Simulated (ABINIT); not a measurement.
# Beyond one shot: CsPbCl3 (Pm-3m), part 3 of 3

How far does self-consistency move the gap of CsPbCl3 (Pm-3m)?

ABINIT 10.8.3; PBE and many-body steps on it, plane waves. Known limits of the many-body steps: not at the basis limit; no spin-orbit coupling; coarse k mesh.

So far. Step 10 (evGW, cycle 1): Against G0W0 in ABINIT (2×2×2 mesh, 240 bands, screening to 130.6 eV, Godby-Needs plasmon pole), the gap moves by +0.547 eV. Step 13 (evGW, cycle 2): Against the cycle before, the gap moves by +0.048 eV.

## (15) Screening, 2×2×2 mesh, 240 bands, screening to 130.6 eV

This step: RPA screening on PBE from quasiparticle energies, plane waves, norm-conserving pseudopotentials.

Contents of run.abi:

```
acell 3*1.0 Angstrom
rprim 
  5.605000000000 0.000000000000 0.000000000000
  0.000000000000 5.605000000000 0.000000000000
  0.000000000000 0.000000000000 5.605000000000
ntypat 3
znucl 55 82 17
natom 5
typat 1 2 3 3 3
xred 
  0.000000000000 0.000000000000 0.000000000000
  0.500000000000 0.500000000000 0.500000000000
  0.500000000000 0.500000000000 0.000000000000
  0.000000000000 0.500000000000 0.500000000000
  0.500000000000 0.000000000000 0.500000000000
pp_dirpath "pseudos"
pseudos "Cs.upf, Pb.upf, Cl.upf"
ecut 32
ngkpt 2 2 2
nshiftk 1
shiftk 0 0 0
kptopt 1
chksymbreak 0
istwfk *1
occopt 1
irdwfk 1
optdriver 3
nband 240
ecuteps 4.8
inclvkb 2
awtr 1
symchi 1
irdqps 1
gwcalctyp 10
nqptdm 3
qptdm 
  0.5000000000 0.0000000000 0.0000000000
  0.5000000000 0.5000000000 0.0000000000
  0.5000000000 0.5000000000 0.5000000000
indata_prefix "in"
outdata_prefix "out"
tmpdata_prefix "tmp"
```

Contents of mrgscr.stdin:

```
2
merged
q0_SCR
out_SCR
1
```

The run is started by

```console
OMP_NUM_THREADS=1 mpirun -n 4 abinit run.abi > log; mrgscr < mrgscr.stdin
```

Numbers of over 12 decimals in the logs are rounded to 6 here.

The log of the run:

```text
.Version 10.8.3 of ABINIT. v10.8.2 released Aug 2026.

 Symmetries : space group Pm -3 m (#221); Bravais cP (primitive cubic)
[... echo of the input left out ...]
== DATASET  1 ==================================================================
-   mpi_nproc: 4, omp_nthreads: 1 (-1 if OMP is not activated)

--- !DatasetInfo
iteration_state: {dtset: 1, }
dimensions: {natom: 5, nkpt: 4, mband: 240, nsppol: 1, nspinor: 1, nspden: 1, mpw: 10280, }
cutoff_energies: {ecut:  32.0, pawecutdg:  -1.0, }
[...]
q-point number  1        q = ( 0.500000, 0.000000, 0.000000) [r.l.u.]
--------------------------------------------------------------------------------
[... chi0 elements left out ...]
  Average fulfillment of the sum rule on Im[epsilon] for q-point    2 :     86.25  [%]

--------------------------------------------------------------------------------
  q-point number  2        q = ( 0.500000, 0.500000, 0.000000) [r.l.u.]
--------------------------------------------------------------------------------
[... chi0 elements left out ...]
  Average fulfillment of the sum rule on Im[epsilon] for q-point    3 :     84.17  [%]

 [... 1 further q-points ...]
```

Wall time 44 s (4 MPI ranks of Arm Neoverse V1, shared host); peak memory 1.9 GiB.

Numbers from this step:

| Item | Value |
| --- | --- |
| plasma frequency | 20.18 eV |
| plane waves in the screening matrix | 619 |

This screening reads the quasiparticle levels of the cycle before.

## (16) evGW, cycle 3

This step: evGW on PBE, plane waves, norm-conserving pseudopotentials.

Changes to run.abi since step 15:

```diff
@@ -26,12 +26,10 @@
 irdwfk 1
-optdriver 3
+optdriver 4
 nband 240
-ecuteps 4.8
-inclvkb 2
-awtr 1
-symchi 1
-irdqps 1
 gwcalctyp 10
-nqptdm 3
-qptdm 
+ecutsigx 32
+symsigma 1
+nkptgw 4
+kptgw 
+  0.0000000000 0.0000000000 0.0000000000
   0.5000000000 0.0000000000 0.0000000000
@@ -39,2 +37,11 @@
   0.5000000000 0.5000000000 0.5000000000
+bdgw 
+  14 63
+  14 63
+  14 63
+  14 63
+ecuteps 4.8
+irdscr 1
+ppmodel 1
+irdqps 1
 indata_prefix "in"
```

The run is started by

```console
OMP_NUM_THREADS=1 mpirun -n 4 abinit run.abi > log
```

The log of the run:

```text
.Version 10.8.3 of ABINIT. v10.8.2 released Aug 2026.

 Symmetries : space group Pm -3 m (#221); Bravais cP (primitive cubic)
[... echo of the input left out ...]
== DATASET  1 ==================================================================
-   mpi_nproc: 4, omp_nthreads: 1 (-1 if OMP is not activated)

--- !DatasetInfo
iteration_state: {dtset: 1, }
dimensions: {natom: 5, nkpt: 4, mband: 240, nsppol: 1, nspinor: 1, nspden: 1, mpw: 10280, }
cutoff_energies: {ecut:  32.0, pawecutdg:  -1.0, }
[...]
.  kptgw no:  2; Maximum DeltaE = (   0.003   0.000) for band index: 34
.  kptgw no:  3; Maximum DeltaE = (   0.003  -0.002) for band index: 44
.  kptgw no:  4; Maximum DeltaE = (   0.002   0.001) for band index: 48

== END DATASET(S) ==============================================================
================================================================================

 -outvars: echo values of variables after computation  --------
           etotal      0.0000000000E+00
            nband         240
             nkpt           4
          spgroup         221
 [... the other variables as echoed above ...]

 Calculation completed.
```

It took 18 min on 4 MPI ranks; peak memory 3.8 GiB; 73 min of CPU time.

This step gave:

```
quasiparticle gap on the mesh                         : 3.807 eV
gap of the density functional on the mesh             : 1.932 eV
k of the valence top                                  : 0.5, 0.5, 0.5
k of the conduction bottom                            : 0.5, 0.5, 0.5
least direct quasiparticle gap on the computed points : 3.807 eV
```

Against the cycle before, the gap moves by +0.006 eV.

## (17) Side by side

Times are wall times on 4 MPI ranks of Arm Neoverse V1, shared host, good to a factor of about two. A run's time includes the screening step that it read.

| run | mesh | bands | screening cutoff (eV) | DFT gap (eV) | gap on the mesh (eV) | direct (eV) | ε∞ used | time |
| --- | --- | --- | --- | --- | --- | --- | --- | --- |
| G0W0 | 2×2×2 | 240 | 130.6 | 1.932 | 3.206 | 3.206 | 7.22 | 2.7 min |
| evGW0, cycle 1 | 2×2×2 | 240 | 130.6 | 1.932 | 3.507 | 3.507 | 7.22 | 20 min |
| evGW0, cycle 2 | 2×2×2 | 240 | 130.6 | 1.932 | 3.387 | 3.387 | 7.22 | 20 min |
| evGW0, cycle 3 | 2×2×2 | 240 | 130.6 | 1.932 | 3.396 | 3.396 | 7.22 | 20 min |
| evGW, cycle 1 | 2×2×2 | 240 | 130.6 | 1.932 | 3.753 | 3.753 | 5.30 | 20 min |
| evGW, cycle 2 | 2×2×2 | 240 | 130.6 | 1.932 | 3.801 | 3.801 | 5.02 | 20 min |
| evGW, cycle 3 | 2×2×2 | 240 | 130.6 | 1.932 | 3.807 | 3.807 | 4.99 | 20 min |

## (18) Outcome

```yaml
g0w0: 3.206 eV
evgw0_cycle_1: 3.507 eV
evgw0_cycle_2: 3.387 eV
evgw0_cycle_3: 3.396 eV
evgw_cycle_1: 3.753 eV
evgw_cycle_2: 3.801 eV
evgw_cycle_3: 3.807 eV
known_limits: not at the basis limit; no spin-orbit coupling; coarse k mesh
```

Only the bands that the input lists are updated; the others, empty or deep, keep the functional's energies or take a rigid shift. The evGW loop starts from the last levels of evGW0, so its cycles and time come on top of those. evGW0 ends at 3.40 eV, +0.19 eV from G0W0, after 3 cycles that took 55 min beside the first screening; the last moved the gap by 0.009 eV. evGW ends at 3.81 eV, +0.60 eV from G0W0, after 3 cycles that took 60 min beside the first screening; the last moved the gap by 0.006 eV. The first cycle of evGW0 takes the full correction, without the factor Z, so it overshoots the one-shot value. Bands and cutoff are finite, so the gap is not at the basis limit. The miss can reach some tenths of an eV and take either sign; the mesh is an error of its own. The 2×2×2 mesh is coarse for this cell, which bears on the long-range parts of exchange and screening. Where an edge is built on 6p states of lead, bismuth or thallium, scalar-relativistic gaps usually stand too wide, by a few tenths to over one eV. This is the ideal cubic cell; many perovskites, halides above all, are cubic only on average, and local tilts or off-centring can widen the gap. In the updated screening the q = 0 part is built from Kohn-Sham bands under a rigid shift, the other q from the quasiparticle levels. The many-body steps are scalar-relativistic: spin-orbit coupling is not in them.

[Paths, hosts, dates, memory and timing lines, banners, echoed tables and standing remarks are left out of the program output.]

[Logs are printed without paths, hosts, clocks, repeated set-up lines and the standing remarks that a program may print on its own settings, such as how far it seeks lower states.]

[Runs of the session that timed out or met a known fault of the program may be left out.]

[Hosts, paths, dates, database ids (printed as entryN), source tags and the programs' standing remarks are cut or masked in the printed files.]

[G0W0 gaps are taken among the corrected bands and points alone; a level outside them can change the order at an edge.]

[Where Ansatz stands beside ABINIT at settings called matched, ABINIT's density can come from a denser mesh and the files from another edition; pairs whose starting gaps differed by over 0.03 eV were left out, so agreement reads better than it is.]
